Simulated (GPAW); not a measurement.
# SiC (Moissanite 3C): optical spectrum from first principles

Aim: the dielectric function of SiC (Moissanite 3C), and the optical constants that follow from it.

Calculated with GPAW 26.7.0; DFT, PBE, plane-wave PAW (GPAW data sets), scalar-relativistic, RPA, optical limit.

## (1) Set-up

The structure is cubic, space group F-43m (No. 216). The conventional cell has a = 4.358 Å, b = 4.358 Å, c = 4.358 Å, α = 90.00°, β = 90.00°, γ = 90.00°. Nearest to Si lie 4 C at 1.89 Å. C has 4 Si at 1.89 Å nearest. Farther neighbours are not listed.

Structure file:

```
Si C
1.0
     0.00000    2.17900    2.17900
     2.17900    0.00000    2.17900
     2.17900    2.17900    0.00000
Si C
1 1
Direct
  0.00000 0.00000 0.00000
  0.75000 0.75000 0.75000
```

## (2) Ground state

First the ground state: is it a metal or has it a gap?

This step: DFT, PBE, plane-wave PAW (GPAW data sets), scalar-relativistic, ground state (GPAW 26.7.0).

Input file gs.py:

```python
from ase import Atoms
from ase.dft.bandgap import bandgap
from gpaw import GPAW, PW, FermiDirac

atoms = Atoms(['Si', 'C'],
              cell=[[0.000000000000, 2.179000000000, 2.179000000000],
                    [2.179000000000, 0.000000000000, 2.179000000000],
                    [2.179000000000, 2.179000000000, 0.000000000000]],
              scaled_positions=[[0.000000000000, 0.000000000000, 0.000000000000],
                                [0.750000000000, 0.750000000000, 0.750000000000]],
              pbc=[True, True, True])
atoms.calc = GPAW(mode=PW(500), xc='PBE', kpts={'size': (10, 10, 10), 'gamma': True},
                  occupations=FermiDirac(0.05), maxiter=150, txt='gs.txt')
print('energy (eV)', atoms.get_potential_energy())
print('Fermi level (eV)', atoms.calc.get_fermi_level())
print('valence electrons', atoms.calc.get_number_of_electrons())
print('gap (eV)', bandgap(atoms.calc, output=None)[0])
print('direct gap (eV)', bandgap(atoms.calc, direct=True, output=None)[0])
atoms.calc.write('gs.gpw')
```

Command:

```
> OMP_NUM_THREADS=1 python gs.py
```

Numbers of over 12 decimals in the logs are rounded to 6 here.

Output:

```text
__  _  _
 | _ |_)|_||  |
 |__||  | ||/\| - 26.7.0

Versions:
  Python: 3.12.14
  ASE:    3.29.0
  Numpy:  2.5.5
  Scipy:  1.18.1
  Libxc:  7.0.0

Input parameters:
  mode=PW(ecut=500.0),
  kpts=MonkhorstPack(size=(10, 10, 10), gamma=True),
  maxiter=150,
  occupations=Occupations(name='fermi-dirac', width=0.05, fixmagmom=False),
  xc=XC(name='PBE')

Diagonalizing LCAO Hamiltonian
Converting LCAO to pw mode

                 C

       Si

Atoms  # Å, Bohr magnetons
|   | symbol |        x |        y |        z |    initial magnetic moments |
| 0 |     Si | 0.000000 | 0.000000 | 0.000000 | ( 0.0000,  0.0000,  0.0000) |
| 1 |      C | 3.268500 | 3.268500 | 3.268500 | ( 0.0000,  0.0000,  0.0000) |

Unit cell  # Å
| periodic |        x |        y |        z |  lengths |    angles |
|      yes | 0.000000 | 2.179000 | 2.179000 | 3.081571 | 60.000000 |
|      yes | 2.179000 | 0.000000 | 2.179000 | 3.081571 | 60.000000 |
|      yes | 2.179000 | 2.179000 | 0.000000 | 3.081571 | 60.000000 |

Number of symmetries: 24
Symmetry operations  # r_c * U_cc + t_c -> r_c
|    | kind |            matrix            |
|  0 |  E   |  1, 0, 0,  0, 1, 0,  0, 0, 1 |
|  1 |  σ   |  1, 0, 0,  0, 0, 1,  0, 1, 0 |
|  2 |  σ   |  1, 0,-1,  0, 1,-1,  0, 0,-1 |
|  3 |  C3  |  1, 0,-1,  0, 0,-1,  0, 1,-1 |
|  4 |  C3  |  1,-1, 0,  0,-1, 1,  0,-1, 0 |
|  5 |  σ   |  1,-1, 0,  0,-1, 0,  0,-1, 1 |
|  6 |  σ   |  0, 1, 0,  1, 0, 0,  0, 0, 1 |
|  7 |  C3  |  0, 1, 0,  0, 0, 1,  1, 0, 0 |
|  8 |  C2  |  0, 1,-1,  1, 0,-1,  0, 0,-1 |
|  9 |  S4  |  0, 1,-1,  0, 0,-1,  1, 0,-1 |
| 10 |  C3  |  0, 0, 1,  1, 0, 0,  0, 1, 0 |
| 11 |  σ   |  0, 0, 1,  0, 1, 0,  1, 0, 0 |
| 12 |  S4  |  0, 0,-1,  1, 0,-1,  0, 1,-1 |
| 13 |  C3  |  0, 0,-1,  0, 1,-1,  1, 0,-1 |
| 14 |  S4  |  0,-1, 1,  1,-1, 0,  0,-1, 0 |
| 15 |  C2  |  0,-1, 1,  0,-1, 0,  1,-1, 0 |
| 16 |  C3  |  0,-1, 0,  1,-1, 0,  0,-1, 1 |
| 17 |  S4  |  0,-1, 0,  0,-1, 1,  1,-1, 0 |
| 18 |  S4  | -1, 1, 0, -1, 0, 1, -1, 0, 0 |
| 19 |  C3  | -1, 1, 0, -1, 0, 0, -1, 0, 1 |
| 20 |  C3  | -1, 0, 1, -1, 1, 0, -1, 0, 0 |
| 21 |  S4  | -1, 0, 1, -1, 0, 0, -1, 1, 0 |
| 22 |  σ   | -1, 0, 0, -1, 1, 0, -1, 0, 1 |
| 23 |  C2  | -1, 0, 0, -1, 0, 1, -1, 1, 0 |

BZ-sampling:
  Number of BZ points: 1000
  Number of IBZ points: 47

  Monkhorst-Pack size: [10, 10, 10]
  Monkhorst-Pack shift: [0.05, 0.05, 0.05]

K-points  # in reciprocal-cell coordinates
|     |                                coordinates |     weight |
|   0 | (  0.00000000,   0.00000000,   0.00000000) | 0.00100000 |
|   1 | (  0.10000000,   0.10000000,   0.00000000) | 0.00600000 |
|   2 | (  0.10000000,   0.10000000,   0.10000000) | 0.00800000 |
|   3 | (  0.20000000,   0.10000000,   0.10000000) | 0.01200000 |
|   4 | (  0.20000000,   0.20000000,   0.00000000) | 0.00600000 |
|   5 | (  0.20000000,   0.20000000,   0.10000000) | 0.02400000 |
|   6 | (  0.20000000,   0.20000000,   0.20000000) | 0.00800000 |
|   7 | (  0.30000000,   0.20000000,   0.10000000) | 0.02400000 |
|   8 | (  0.30000000,   0.20000000,   0.20000000) | 0.02400000 |
|   9 | (  0.30000000,   0.30000000,   0.00000000) | 0.00600000 |
| ... |                                            |            |
|  46 | (  0.50000000,   0.50000000,   0.50000000) | 0.00400000 |

Plane wave coefficients: 544
Cutoff: 500.0 eV

Spin-components: 1 (collinear spins)
Bands:           8
Projectors:      10
Spin-degeneracy: 2
Datatype:        complex128

Parallelization:
  kpt:    1
  domain: 1
  band:   1

Density:
  Valence electrons: 8.0
  Components: 1
  Grid points: [16 16 16]
  Charge: 0.0  # |e|

Potential:
  Grid points: [16 16 16]

species:
  Si:
    name:    Silicon
    id:
    Z:       14.0
    valence: 4
    core:    10
    charge:  0.0  # [|e|]
    compensation charges:
      type: gauss
      rc: 0.33  # [Å]
      lmax: 2
    cutoffs:
      filter: 1.86  # [Å]
      core: 2.06  # [Å]
    projectors
    | kind |    occ | energy [eV] | rcut [Å] |
    |   3s |  2.000 |     -10.812 |    1.058 |
    |   3p |  2.000 |      -4.081 |    1.058 |
    |    s |        |      16.399 |    1.058 |
    |    p |        |      23.130 |    1.058 |
    |    d |        |       0.000 |    1.058 |

    Using partial waves for Si as LCAO basis

  C:
    name:    Carbon
    id:
    Z:       6.0
    valence: 4
    core:    2
    charge:  0.0  # [|e|]
    compensation charges:
      type: gauss
      rc: 0.20  # [Å]
      lmax: 2
    cutoffs:
      filter: 1.14  # [Å]
      core: 1.14  # [Å]
    projectors
    | kind |    occ | energy [eV] | rcut [Å] |
    |   2s |  2.000 |     -13.751 |    0.635 |
    |   2p |  2.000 |      -5.284 |    0.635 |
    |    s |        |      13.461 |    0.635 |
    |    p |        |      21.927 |    0.635 |
    |    d |        |       0.000 |    0.635 |

    Using partial waves for C as LCAO basis

Reference energy: -8913.972366  # eV

eigensolver:
  PPCG
  Converge bands: occupied
  niter=2

density mixing:
  MSR1-Mixer
  Pratt-step length: 0.05
  Maximum mixing coefficient: 0.75
  Old densities: 10
  SVD Regularization: 0.005
  Good broyden scale: 1.0
  Trust region scale: 1.0
  Backstep threshold: 4.0
  History deletion threshold: 6.0
  Fourier metric: weight=20.0, sigma=0.015

occupation numbers:
  Fermi-Dirac:
    width: 0.0500  # eV

poisson solver:
  ecut: 4000.0  # eV

xc functional:
  name: PBE with 2 nearest neighbor stencil

convergence criteria:
- Maximum [total energy] change in last 3 cyles: 0.0005 eV / valence electron
- Maximum integral of absolute [dens]ity change: 0.0001 electrons / valence electron
- Maximum integral of absolute [eigenst]ate change: 4e-08 eV^2 / valence electron
maximum number of iterations: 150

SCF iterations
|iter     |      energy | eigst |  dens |
|iter:   1||  -16.581776 | -0.15 |       |
|iter:   2||  -16.206865 | -2.21 | -0.56 |
|iter:   3||  -14.957531 | -0.88 | -0.61 |
|iter:   4||  -14.963343 | -2.82 | -1.32 |
|iter:   5||  -14.966648 | -3.46 | -1.69 |
|iter:   6||  -14.966717c| -5.45 | -2.67 |
|iter:   7||  -14.966723c| -6.60 | -3.27 |
|iter:   8||  -14.966723c| -8.24c| -4.14c|

Converged in 8 steps
SCF loop duration: 3.062 s (0.383 s/step)
Energy contributions relative to reference atoms: (reference = -8913.972366)

Energy contributions:
  Kinetic:          16.192193
  Coulomb:         -13.616646
  Zero:             -0.024729
  External:          0.000000
  Xc:              -17.517541
  Entropy:          -0.000000
  Spinorbit:         0.000000
  ----------------------------
  Free energy:     -14.966723
  Extrapolated:    -14.966723

dipole moment: (-8.038392, -8.038392, -8.038392)  # |e|*Ang

Fermi level: 8.944
Eigenvalues  # (at kpt = [0.000, 0.000, 0.000])
| band index |      eig [eV] | occ [0-2] |
|          0 |        -7.165 |     2.000 |
|          1 |         8.249 |     2.000 |
|          2 |         8.249 |     2.000 |
|          3 |         8.249 |     2.000 |
|          4 |        14.510 |     0.000 |
|          5 |        15.551 |     0.000 |
|          6 |        15.551 |     0.000 |
|          7 |        15.551 |     0.000 |

Gap: 1.350 eV
Transition (v -> c):
  (s=0, k=0, n=3, [0.00, 0.00, 0.00]) -> (s=0, k=41, n=4, [0.50, 0.50, 0.00])
Direct/indirect transitions are different
Direct gap: 4.542 eV
Transition at: (s=0, k=41, n=3, [0.50, 0.50, 0.00])

--- standard output ---
energy (eV) -14.966723
Fermi level (eV) 8.943538
valence electrons 8.0
gap (eV) 1.350128
direct gap (eV) 4.542174
```

Run time: 4.6 s. Hardware: 1 thread of Arm Neoverse V1, shared host; peak memory 0.12 GiB.

Numbers from this step:

```
energy                 : -14.97 eV
Fermi energy           : 8.944 eV
gap on the k-mesh      : 1.350 eV
direct gap on the mesh : 4.542 eV
electrons              : 8
```

There is a gap, 1.35 eV on this mesh (points off the mesh can give less), so no carriers' term is needed.

## (3) Bands for the response

The response needs many more empty bands than the density does.

This step: DFT, PBE, plane-wave PAW (GPAW data sets), scalar-relativistic, bands at fixed density (GPAW 26.7.0).

Input file nscf.py:

```python
from ase.dft.bandgap import bandgap
from gpaw import GPAW, FermiDirac

calc = GPAW('gs.gpw').fixed_density(kpts={'size': (18, 18, 18), 'gamma': True}, nbands=30, convergence={'bands': 24},
                                    occupations=FermiDirac(0.001), txt='nscf.txt')
print('gap (eV)', bandgap(calc, output=None)[0])
print('direct gap (eV)', bandgap(calc, direct=True, output=None)[0])
print('top band over the Fermi level (eV)', min(calc.get_eigenvalues(kpt=k)[23] for k in range(len(calc.get_ibz_k_points()))) - calc.get_fermi_level())
calc.write('full.gpw', mode='all')
```

Command:

```
> OMP_NUM_THREADS=1 python nscf.py
```

Output:

```text
Diagonalizing LCAO Hamiltonian
Converting LCAO to pw mode
convergence criteria:
- Maximum integral of absolute [eigenst]ate change: 4e-08 eV^2 / valence electron
maximum number of iterations: 150

SCF iterations
|iter     |      energy | eigst |  dens |
|iter:   1||             | +3.44 |       |
|iter:   2||             | +1.69 |       |
|iter:   3||             | -0.51 |       |
|iter:   4||             | -1.97 |       |
|iter:   5||             | -3.52 |       |
|iter:   6||             | -4.64 |       |
|iter:   7||             | -5.90 |       |
|iter:   8||             | -6.74 |       |
|iter:   9||             | -7.47c|       |
SCF steps: 9
  __  _  _
 | _ |_)|_||  |
 |__||  | ||/\| - 26.7.0

Versions:
  Python: 3.12.14
  ASE:    3.29.0
  Numpy:  2.5.5
  Scipy:  1.18.1
  Libxc:  7.0.0

Input parameters:
  mode=PW(ecut=500.0),
  convergence={'bands': 24},
  gpts=array([16, 16, 16]),
  kpts=MonkhorstPack(size=(18, 18, 18), gamma=True),
  maxiter=150,
  nbands=30,
  occupations=Occupations(name='fermi-dirac', width=0.001, fixmagmom=False),
  parallel={},
  xc=XC(name='PBE')

--- standard output ---
gap (eV) 1.350128
direct gap (eV) 4.542174
top band over the Fermi level (eV) 41.168437
```

Elapsed: 44 s, on 1 thread; peak memory 0.2 GiB.

(Continued in part 2 of 2.)

[Machine, clock and banner lines and Python warnings are left out of the logs.]

[Logs are printed without paths, hosts, clocks, repeated set-up lines and the standing remarks that a program may print on its own settings, such as how far it seeks lower states.]

[Hosts, paths, dates, database ids (printed as entryN), source tags and the programs' standing remarks are cut or masked in the printed files.]
